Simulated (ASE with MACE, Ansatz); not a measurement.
**Which site? Cu in place of Al in Σ19 (331)[1-10] symmetric tilt boundary in Al (44 atoms)**

At which site of Σ19 (331)[1-10] symmetric tilt boundary in Al (44 atoms) does Cu in place of Al cost least, and what about the site decides it?

Program: Ansatz 0.2.0. Level of theory: Kohn-Sham DFT, PBE, PAW (set soft_2), plane waves. Values are calculated unless marked as measured.

### 1. The starting structure

The cell holds 44 atoms: 44 Al. Cell: a = 5.713 Å, b = 6.388 Å, c = 21.355 Å, α = 90.0°, β = 90.0°, γ = 77.1°. It derives from Al (Al). Two grains of Al, one the mirror image of the other in the boundary plane, two boundaries a cell; of 6 trial joints (lateral shifts, openings, close atoms taken out) the lowest after a short relaxation with the MACE-MP-0b2 potential was kept (shift [0.333, 0.667] of the surface cell, opening 1.43 Å, one of each pair under 2.00 Å removed), then its atoms and the cell's length along the normal were relaxed with that potential. Lattice constants are starting values near those of PBE. Regions: lower grain, 22 atoms (22 Al); upper grain, 22 atoms (22 Al).

Limits known from the start: The cell is under 6 Å thick along one periodic direction, so every atom has periodic images of itself close by, which move with it and show among its neighbours and in g(r).

### 2. Single point at the start

A single point comes first, to see the forces before anything moves.

Input file input.yaml:

```yaml
crystal:
  lattice:
    - [5.71342, 0.0, 0.0]
    - [1.42836, 6.22606, 0.0]
    - [0.0, 0.0, 21.35485]
  atoms:
    - { symbol: Al, position: [0.31665, 0.66192, 0.9951] }
    - { symbol: Al, position: [0.20888, 0.26741, 0.04263] }
    - { symbol: Al, position: [0.02621, 0.89911, 0.08542] }
    - { symbol: Al, position: [0.37267, 0.52828, 0.12884] }
    - { symbol: Al, position: [0.2096, 0.15996, 0.17347] }
    - { symbol: Al, position: [0.05296, 0.78886, 0.21707] }
    - { symbol: Al, position: [0.39394, 0.42462, 0.26182] }
    - { symbol: Al, position: [0.23345, 0.05846, 0.30287] }
    - { symbol: Al, position: [0.07815, 0.68965, 0.34975] }
    - { symbol: Al, position: [0.41585, 0.32779, 0.39408] }
    - { symbol: Al, position: [0.27724, 0.96569, 0.431] }
    - { symbol: Al, position: [0.49466, 0.27989, 0.93104] }
    - { symbol: Al, position: [0.3561, 0.91781, 0.89407] }
    - { symbol: Al, position: [0.19376, 0.55598, 0.84983] }
    - { symbol: Al, position: [0.5385, 0.1872, 0.8029] }
    - { symbol: Al, position: [0.378, 0.82097, 0.76189] }
    - { symbol: Al, position: [0.21898, 0.45679, 0.71714] }
    - { symbol: Al, position: [0.56234, 0.08565, 0.67353] }
    - { symbol: Al, position: [0.39932, 0.71741, 0.62889] }
    - { symbol: Al, position: [0.24572, 0.34652, 0.5855] }
    - { symbol: Al, position: [0.56316, 0.97821, 0.54264] }
    - { symbol: Al, position: [0.45511, 0.58359, 0.49514] }
    - { symbol: Al, position: [0.81665, 0.66192, 0.9951] }
    - { symbol: Al, position: [0.70888, 0.26741, 0.04263] }
    - { symbol: Al, position: [0.52621, 0.89911, 0.08542] }
    - { symbol: Al, position: [0.87267, 0.52828, 0.12884] }
    - { symbol: Al, position: [0.7096, 0.15996, 0.17347] }
    - { symbol: Al, position: [0.55296, 0.78886, 0.21707] }
    - { symbol: Al, position: [0.89394, 0.42462, 0.26182] }
    - { symbol: Al, position: [0.73345, 0.05846, 0.30287] }
    - { symbol: Al, position: [0.57815, 0.68965, 0.34975] }
    - { symbol: Al, position: [0.91585, 0.32779, 0.39408] }
    - { symbol: Al, position: [0.77724, 0.96569, 0.431] }
    - { symbol: Al, position: [0.99466, 0.27989, 0.93104] }
    - { symbol: Al, position: [0.8561, 0.91781, 0.89407] }
    - { symbol: Al, position: [0.69376, 0.55598, 0.84983] }
    - { symbol: Al, position: [0.0385, 0.1872, 0.8029] }
    - { symbol: Al, position: [0.878, 0.82097, 0.76189] }
    - { symbol: Al, position: [0.71898, 0.45679, 0.71714] }
    - { symbol: Al, position: [0.06234, 0.08565, 0.67353] }
    - { symbol: Al, position: [0.89932, 0.71741, 0.62889] }
    - { symbol: Al, position: [0.74572, 0.34652, 0.5855] }
    - { symbol: Al, position: [0.06316, 0.97821, 0.54264] }
    - { symbol: Al, position: [0.95511, 0.58359, 0.49514] }
kpoints:
  mp_grid: { grid: [3, 3, 1] }
hamiltonian:
  xc: pbe
scf:
  occupations: { method: fermi_dirac, width: 0.1 }
output:
  forces: true
```

Command:

```bash
> ansatz run input.yaml --threads 4 --pin off --max-ram 8192MiB --backend cpu --events-out ev --progress --plain --runs-dir out
```

Log:

```text
[...]
Pseudopotentials: kind: paw
Pseudopotential: Al, paw, valence charge 3, recommended cutoff 420 eV (normal), Al.paw.azcp
[...]
Crystal: 44 atoms, lattice volume = 759.637 Å³
Basis set: ecut = 420 eV, 14903 PW (Γ), exchange–correlation on 80×90×288 points (8 copies of the dense FFT grid, shifted against one another)
Bands: 110, of which v1, the nominal top of the filled ones, is band 66 counted from 1 (65 counted from 0)
Symmetry: 2 space group operations
Space group: P1 (ITA 1), of the structure as read, at distance tolerance 9.1e-5 Å
k-points: 5 of 9 (time reversal used)
[...]
Initial density: superposition of atomic densities (neutral atoms: chi_scale 0, normalization atom), corrected by the library's trained network
Initial wavefunctions: pseudopotential atomic-orbital guess
[...]
SCF iter   1: F=—  HF=-23648.623300 eV  |F-HF|=—  |Δ(HF+E_count)|=         —  Δρ=1.31e-3  dr2=7.02e-2  ethr=1.77e-3  ⟨swp⟩=6.6  Hψ=2672  notcnv=0  defer=23
preconditioner: auto → Kerker (q_TF=auto, 2.038 Å⁻¹)  [metal: Δε(μ)=0.027 eV  Ē_g=6.558 eV  σ=0.100 eV  W_gap=0.07  n_scr=98 (ndim 8)  ℏωp=15.5 eV  f_vac=0.000  D(μ)=16.01/eV (n_scr^D=88)]
[...]
SCF iter   5: F=—  HF=-23648.620929 eV  |F-HF|=—  |Δ(HF+E_count)|=   3.44e-5  Δρ=8.13e-6  dr2=8.61e-7  ethr=1.30e-8  ⟨swp⟩=2.0  Hψ=801  notcnv=0  defer=31
SCF iter   6: F=-23648.620929 eV  HF=-23648.620930 eV  |F-HF|=2.93e-8  |Δ(HF+E_count)|=   3.17e-8  Δρ=1.49e-6  dr2=4.83e-8  ethr=7.58e-11  ⟨swp⟩=4.0  Hψ=1576  notcnv=0
SCF 1 converged in 6 iterations: F = -23648.620929 eV  dr2 = 4.83e-8
[...]
SCF converged after 6 iterations
Free energy (F): -23648.620929 eV
Harris-Foulkes:  -23648.620930 eV  (|F-HF|=2.93e-8)
Internal energy: -23648.088716 eV  (E = F + TS)
E sigma→0 (E₀):  -23648.354823 eV
Entropy (-TS):   -0.532213 eV (-12.096 meV/atom)
Fermi energy:    7.452599 eV
--- Per-component energies (eV) ---
[...]
Σ components = -23648.620929   (vs F -23648.620929, Δ=0.00e0)
--- Forces (eV/Å), atoms counted from 1 ---
  atom   1  Al    -0.03077920    -0.04397781     0.02696170
  atom   2  Al    -0.04588261    -0.06462893     0.05112504
  atom   3  Al     0.00814406     0.04279424    -0.02038905
  atom   4  Al     0.02552626     0.08907553     0.06265761
[...]
atom  44  Al     0.03131794     0.04618145     0.02777010
  max |Σ_I F_I| component: 1.83e-6 eV/Å
```

It took 16 s on 4 threads of Arm Neoverse N1, shared host; peak memory 1.8 GiB.

The column dr2 measures how far the density is from self-consistency, as an energy; F and HF (Harris–Foulkes) agree once it is small.

The r.m.s. force at the start is 0.038 eV/Å.

### 3. Relaxation

With the cell held, the atoms are moved downhill towards a nearby minimum.

Input file input.yaml:

```yaml
crystal:
  lattice:
    - [5.71342, 0.0, 0.0]
    - [1.42836, 6.22606, 0.0]
    - [0.0, 0.0, 21.35485]
  atoms:
    [... the 44 atom lines of step 2 ...]
kpoints:
  mp_grid: { grid: [3, 3, 1] }
hamiltonian:
  xc: pbe
scf:
  occupations: { method: fermi_dirac, width: 0.1 }
output:
  forces: true
relax:
  f_tol: 0.05
  max_steps: 150
```

Log:

```text
[...]
Crystal: 44 atoms, lattice volume = 759.637 Å³
Basis set: ecut = 420 eV, 14903 PW (Γ), exchange–correlation on 80×90×288 points (8 copies of the dense FFT grid, shifted against one another)
Bands: 110, of which v1, the nominal top of the filled ones, is band 66 counted from 1 (65 counted from 0)
Symmetry: 2 space group operations
[...]
k-points: 5 of 9 (time reversal used)
[...]
SCF iter   1: F=—  HF=-23648.623300 eV  |F-HF|=—  |Δ(HF+E_count)|=         —  Δρ=1.31e-3  dr2=7.02e-2  ethr=1.77e-3  ⟨swp⟩=6.6  Hψ=2672  notcnv=0  defer=23
[...]
SCF iter   6: F=-23648.620929 eV  HF=-23648.620930 eV  |F-HF|=2.61e-8  |Δ(HF+E_count)|=   2.04e-8  Δρ=1.36e-6  dr2=4.29e-8  ethr=6.05e-10  ⟨swp⟩=1.0  Hψ=1376  notcnv=0
SCF 1 converged in 6 iterations: F = -23648.620929 eV  dr2 = 4.29e-8
[...]
relax step   1: F+E_penalty+E_count = -23648.62092950 eV  Δ(F+E_penalty+E_count) = +0.000e0 eV  max|allowed force component| = 8.991e-2 eV/Å  Δτ_max = 0.0000 Å  (6 SCF iters, dr2 threshold 6.25e-5 eV, accepted)
[...]
relax step   2: F+E_penalty+E_count = -23648.67892886 eV  Δ(F+E_penalty+E_count) = -5.800e-2 eV  max|allowed force component| = 5.178e-2 eV/Å  Δτ_max = 0.0720 Å  (6 SCF iters, accepted)
[...]
relax step   3: F+E_penalty+E_count = -23648.73176176 eV  Δ(F+E_penalty+E_count) = -5.283e-2 eV  max|allowed force component| = 3.348e-2 eV/Å  Δτ_max = 0.1089 Å  (6 SCF iters, accepted)
relax step   4: F+E_penalty+E_count = -23648.74432426 eV  Δ(F+E_penalty+E_count) = -1.256e-2 eV  max|allowed force component| = 1.636e-1 eV/Å  Δτ_max = 0.1946 Å  (6 SCF iters, accepted)
relax step   5: F+E_penalty+E_count = -23648.77774242 eV  Δ(F+E_penalty+E_count) = -3.342e-2 eV  max|allowed force component| = 2.750e-2 eV/Å  Δτ_max = 0.0681 Å  (5 SCF iters, dr2 threshold 1.12e-5 eV, accepted)
[...]
relax step   6: F+E_penalty+E_count = -23648.77774254 eV  Δ(F+E_penalty+E_count) = -1.206e-7 eV  max|allowed force component| = 2.750e-2 eV/Å  Δτ_max = 0.0000 Å  (3 SCF iters, accepted)
SCF converged after 3 iterations
Free energy (F): -23648.777743 eV
[...]
Internal energy: -23648.262891 eV  (E = F + TS)
E sigma→0 (E₀):  -23648.520317 eV
Entropy (-TS):   -0.514851 eV (-11.701 meV/atom)
Fermi energy:    7.441697 eV
[...]
--- Forces (eV/Å), atoms counted from 1 ---
  atom   1  Al     0.00674193     0.01203459     0.01718932
  atom   2  Al     0.02749715     0.00999491     0.00403056
  atom   3  Al    -0.00123479    -0.01136943     0.01277100
  atom   4  Al    -0.00150760    -0.00446202    -0.00491618
  atom   5  Al     0.00318332     0.00195739    -0.00255494
  atom   6  Al     0.00274444    -0.00860291    -0.00353797
  atom   7  Al    -0.00119463     0.00465847     0.00030659
  atom   8  Al     0.00117744    -0.00131098     0.00002903
  atom   9  Al     0.00668976     0.00280878    -0.00440022
  atom  10  Al     0.00377524    -0.00380198    -0.00920900
  atom  11  Al     0.01548713     0.00051531    -0.00985132
  atom  12  Al    -0.01552493    -0.00052369    -0.00969316
  atom  13  Al    -0.00380243     0.00397661    -0.00949862
  atom  14  Al    -0.00673613    -0.00293188    -0.00411546
[...]
atom  43  Al    -0.02725944    -0.01008883     0.00412210
  atom  44  Al    -0.00685787    -0.01201416     0.01698048
  max |Σ_I F_I| component: 6.01e-6 eV/Å
--- Relaxed structure (6 steps of the walk, 6 accepted, 0 SCFs on fresh bases) ---
  F+E_penalty+E_count = -23648.77774254 eV   max|allowed force component| = 2.750e-2 eV/Å
  atoms:
    - { symbol: Al, position: [0.351630, 0.658588, 0.997562] }
    - { symbol: Al, position: [0.199877, 0.300723, 0.044449] }
    - { symbol: Al, position: [0.040492, 0.932488, 0.081833] }
    - { symbol: Al, position: [0.383176, 0.569142, 0.130613] }
[...]
- { symbol: Al, position: [0.920292, 0.587032, 0.497556] }
```

Run time: 85 s. Hardware: 4 threads; peak memory 1.8 GiB.

The relaxation converged after 6 steps, 0.157 eV below its start, with a largest force component of 0.027 eV/Å.

### 4. Single point at the relaxed geometry

The electronic structure is read at the final geometry, in a run of its own.

Input file input.yaml:

```yaml
crystal:
  lattice:
    - [5.71342, 0.0, 0.0]
    - [1.42836, 6.22606, 0.0]
    - [0.0, 0.0, 21.35485]
  atoms:
    - { symbol: Al, position: [0.35163, 0.65859, 0.99756] }
    - { symbol: Al, position: [0.19988, 0.30072, 0.04445] }
    - { symbol: Al, position: [0.04049, 0.93249, 0.08183] }
    - { symbol: Al, position: [0.38318, 0.56914, 0.13061] }
    - { symbol: Al, position: [0.22404, 0.19784, 0.17307] }
    - { symbol: Al, position: [0.06708, 0.83165, 0.21589] }
    [... 32 atom lines left out ...]
    - { symbol: Al, position: [0.70486, 0.41396, 0.71588] }
    - { symbol: Al, position: [0.04789, 0.04778, 0.67306] }
    - { symbol: Al, position: [0.88875, 0.67646, 0.63061] }
    - { symbol: Al, position: [0.73143, 0.31312, 0.58182] }
    - { symbol: Al, position: [0.07203, 0.94487, 0.54445] }
    - { symbol: Al, position: [0.92029, 0.58703, 0.49756] }
kpoints:
  mp_grid: { grid: [3, 3, 1] }
hamiltonian:
  xc: pbe
scf:
  occupations: { method: fermi_dirac, width: 0.1 }
output:
  forces: true
  stress: true
  populations: true
  dos:
    method: { smearing: { sigma: 0.08 } }
    de: 0.1
    projected:
      site_lists:
        Al: [Al]
        lower_grain: [0, 1, 2, 3, 4, 5, 6, 7, 8, 9, 10, 22, 23, 24, 25, 26, 27, 28, 29, 30, 31, 32]
        upper_grain: [11, 12, 13, 14, 15, 16, 17, 18, 19, 20, 21, 33, 34, 35, 36, 37, 38, 39, 40, 41, 42, 43]
  eigenvalues: true
  write_density: true
  write_potential: true
  volumetric_format: npy
```

Log:

```text
[...]
Crystal: 44 atoms, lattice volume = 759.637 Å³
Basis set: ecut = 420 eV, 14903 PW (Γ), exchange–correlation on 80×90×288 points (8 copies of the dense FFT grid, shifted against one another)
Bands: 110, of which v1, the nominal top of the filled ones, is band 66 counted from 1 (65 counted from 0)
Symmetry: 2 space group operations
[...]
k-points: 5 of 9 (time reversal used)
[...]
SCF iter   1: F=—  HF=-23648.778748 eV  |F-HF|=—  |Δ(HF+E_count)|=         —  Δρ=1.28e-3  dr2=4.72e-2  ethr=1.77e-3  ⟨swp⟩=6.4  Hψ=2695  notcnv=0  defer=21
[...]
SCF iter   6: F=-23648.777741 eV  HF=-23648.777741 eV  |F-HF|=1.36e-8  |Δ(HF+E_count)|=   1.13e-8  Δρ=1.22e-6  dr2=2.59e-8  ethr=7.58e-11  ⟨swp⟩=19.2  Hψ=4067  notcnv=0
SCF 1 converged in 6 iterations: F = -23648.777741 eV  dr2 = 2.59e-8
[...]
SCF converged after 6 iterations
Free energy (F): -23648.777741 eV
[...]
Internal energy: -23648.262878 eV  (E = F + TS)
E sigma→0 (E₀):  -23648.520310 eV
Entropy (-TS):   -0.514863 eV (-11.701 meV/atom)
Fermi energy:    7.441692 eV
[...]
--- Forces (eV/Å), atoms counted from 1 ---
  atom   1  Al     0.00671445     0.01190492     0.01729953
  atom   2  Al     0.02754340     0.01015978     0.00410373
  atom   3  Al    -0.00120200    -0.01149977     0.01301342
  atom   4  Al    -0.00153813    -0.00418372    -0.00459750
  atom   5  Al     0.00322079     0.00187227    -0.00254491
  atom   6  Al     0.00270530    -0.00876567    -0.00391306
  atom   7  Al    -0.00126200     0.00468829     0.00003552
  atom   8  Al     0.00122070    -0.00137921    -0.00004752
  atom   9  Al     0.00669355     0.00295614    -0.00420542
  atom  10  Al     0.00382053    -0.00356555    -0.00867408
  atom  11  Al     0.01555203     0.00049081    -0.01022523
  atom  12  Al    -0.01562251    -0.00061299    -0.01032965
  atom  13  Al    -0.00376972     0.00413053    -0.00984028
  atom  14  Al    -0.00668660    -0.00299853    -0.00389967
[...]
atom  43  Al    -0.02727710    -0.00995435     0.00431199
  atom  44  Al    -0.00690003    -0.01230174     0.01647010
  max |Σ_I F_I| component: 7.93e-6 eV/Å
--- Stress (GPa, compression-positive) ---
       -0.403922      -1.019597      -0.000044
       -1.019597       0.587097      -0.000565
       -0.000044      -0.000565      -1.943784
  P = ⅓ Tr σ = -0.5869 GPa (-5.869 kbar)
--- Band table (eV; the first three rows and the last of 5) ---
[...]
--- Löwdin populations: 44 sites ---
  site symbol       q [e]
     0     Al      2.9571
     1     Al      2.9775
     2     Al      2.9557
[...]
43     Al      2.9571
  spilling = 0.014075 (of n_electrons = 132.000000)
```

The job ended after 33 s (4 threads; peak memory 1.8 GiB; 2.1 min of CPU time).

Read from the output:

```yaml
free_energy: -23648.7777 eV
free_energy_per_atom: -537.4722 eV/atom
scf_cycles: 6
pressure: -0.5869 GPa
r_m_s_force_component: 0.00847 eV/Å
longest_force: 0.02964 eV/Å
fermi_energy: 7.442 eV
levels_partly_filled_by_over_2_per_cent: 27
spilling_of_the_projection: 0.01408
```

The mean of these charges, 0.042 e, is only the charge that the projection spills.

Löwdin charges by element and coordination (they lack the spilled electrons, 0.042 e an atom on average):

```csv
element,coordination,atoms,mean charge (e),spread,least,most
Al,all,44,0.0422,0.0176,-0.0036,0.0661
Al,9,4,0.0429,0,0.0429,0.0429
Al,10,8,0.0191,0.0227,-0.0036,0.0418
Al,11,12,0.0399,0.0128,0.0225,0.0528
Al,12,20,0.0528,0.0071,0.0454,0.0661
```

By region:

```csv
region,atoms,mean length of the force (eV/Å)
lower grain,22,0.012
upper grain,22,0.012
```

States in the cell by windows of 1 eV, zero at the Fermi level; the larger projections on atomic orbitals stand beside the total:

```csv
from (eV),to (eV),total,Al p,lower grain,upper grain,Al s
-12,-11,0.0,0.0,0.0,0.0,0.0
-11,-10,3.4,1.4,1.7,1.7,2.0
-10,-9,6.1,3.5,3.0,3.0,2.6
-9,-8,8.1,5.2,4.0,4.0,2.9
-8,-7,10.6,7.0,5.3,5.3,3.6
-7,-6,11.3,7.5,5.6,5.6,3.7
-6,-5,13.2,8.8,6.6,6.6,4.3
-5,-4,12.7,8.6,6.3,6.3,3.9
-4,-3,16.5,11.9,8.2,8.2,4.5
-3,-2,16.4,11.8,8.1,8.1,4.4
-2,-1,17.7,12.6,8.6,8.6,4.7
-1,0,16.6,10.6,7.9,7.9,5.2
0,1,20.3,13.2,9.5,9.5,5.9
1,2,19.5,12.8,8.9,8.9,5.0
2,3,18.7,11.7,8.3,8.3,5.0
```

The curve was stored every 0.100 eV, coarse against its broadening of 0.08 eV, so these counts are rough.

The levels nearest the highest filled one (over half full), pooled over k-points and spins:

```csv
level less the highest filled one (eV),occupation
-0.114,1.73
-0.0933,1.68
-0.0467,1.53
-0.0389,1.50
-0.0103,1.39
0,1.34
0.0848,0.93
0.0949,0.88
0.097,0.87
0.100,0.854
0.122,0.749
0.159,0.587
```

Planar average of the electrostatic potential energy along the normal, with the Fermi level as zero, after a running mean with a triangular window 4 Å wide at its base:

```csv
height (Å),potential energy (eV)
0.0,-3.49
0.6,-3.98
1.2,-4.38
1.8,-4.56
2.4,-4.59
3.0,-4.58
3.7,-4.61
4.3,-4.64
4.9,-4.63
5.5,-4.59
6.1,-4.58
6.7,-4.59
7.3,-4.61
7.9,-4.52
8.5,-4.22
9.0,-3.73
9.6,-3.33
10.2,-3.27
11.0,-3.73
11.6,-4.20
12.2,-4.50
12.8,-4.59
13.3,-4.57
13.9,-4.59
14.5,-4.62
15.1,-4.64
15.7,-4.62
16.3,-4.59
16.9,-4.58
17.5,-4.60
18.2,-4.59
18.8,-4.39
19.4,-3.99
20.0,-3.49
20.6,-3.25
21.2,-3.39
```

Electrostatic potential energy in the cb plane at fractional x = 0.040, with atoms of Al within 0.2 Å of it. With pseudopotentials it is smooth inside the atoms' cores, unlike the true potential.

Ten even steps from '0' (-11 eV) to '9' (9 eV), each cell a mean:
```
38863114799999999888984045127851002799888899
48730210589865678999985022038986457898899998
68721540488610037999997411268988889987789998
89830211588302106999998766788778999875578998
89863114797203205999987789987446899875578988
77887667898410027999743479985224799877788766
44789988888753468998410158986324788888888532
23689975457888888998400158987667877678998410
34689852025898766788631368888888864458998632
77889851015897411478876788777899864358999866
88888863236886100168999998667899976578998888
98777887678986200169999998767899988888755689
97656899888887522479999999878998888997310158
98667899988888876789999999899975336886024117
98878999987789999899999877899840102685035216
89998999987789999888998421378721540486101037
68987778998899999888985012047721530588632378
```
Columns run along c (16.0 Å, from fractional 0.13 to 0.87 of the cell; values clipped at the 3rd and 97th percentile), rows up along b (6.4 Å). Atoms in or near the plane, at fractional coordinates: Al at (0.22, 0.83), Al at (0.80, 0.15), Al at (0.67, 0.05), Al at (0.54, 0.94).

Valence density in the cb plane at fractional x = 0.040, with atoms of Al within 0.2 Å of it. It is the smooth field of the valence electrons, not physical close to the nuclei.

Values in e/Å³, 9 rows by 16 columns, each cell a mean:
```
0.19 0.18 0.17 0.19 0.18 0.17 0.18 0.18 0.16 0.12 0.20 0.19 0.18 0.19 0.17 0.16
0.19 0.15 0.12 0.19 0.17 0.18 0.15 0.13 0.20 0.19 0.20 0.19 0.15 0.20 0.17 0.15
0.20 0.20 0.19 0.18 0.15 0.14 0.12 0.14 0.20 0.16 0.19 0.19 0.15 0.20 0.19 0.19
0.21 0.17 0.19 0.20 0.20 0.20 0.13 0.17 0.19 0.16 0.20 0.21 0.19 0.20 0.18 0.21
0.21 0.16 0.19 0.19 0.17 0.20 0.18 0.18 0.19 0.19 0.19 0.18 0.21 0.18 0.15 0.20
0.19 0.19 0.20 0.20 0.18 0.17 0.18 0.13 0.14 0.20 0.18 0.14 0.20 0.19 0.16 0.20
0.17 0.20 0.17 0.19 0.19 0.19 0.18 0.09 0.08 0.18 0.18 0.16 0.19 0.20 0.17 0.20
0.17 0.19 0.13 0.18 0.19 0.16 0.18 0.11 0.12 0.19 0.19 0.17 0.19 0.21 0.09 0.17
0.18 0.19 0.16 0.18 0.17 0.13 0.19 0.18 0.17 0.17 0.21 0.12 0.14 0.20 0.17 0.19
```
Columns run along c (16.0 Å, from fractional 0.13 to 0.87 of the cell), rows up along b (6.4 Å). Atoms in or near the plane, at fractional coordinates: Al at (0.22, 0.83), Al at (0.80, 0.15), Al at (0.67, 0.05), Al at (0.54, 0.94).

27 levels are partly filled, by over 2 % (on the run's k-points), as in a metal. Löwdin charges run from -0.00 to +0.07 e, about a mean that is the spilled charge alone. Among metals such projection charges depend strongly on the orbitals used and are no measure of ionicity. Within 0.4 eV of the Fermi level the largest share is Al p (65 % of the projected weight).

(Part 1 of 2 ends here.)

[Long decimals in the printed logs are rounded to 6 places.]

[Logs are printed without paths, hosts, clocks, repeated set-up lines and the standing remarks that a program may print on its own settings, such as how far it seeks lower states.]

[Hosts, paths, dates, database ids (printed as entryN), source tags and the programs' standing remarks are cut or masked in the printed files.]
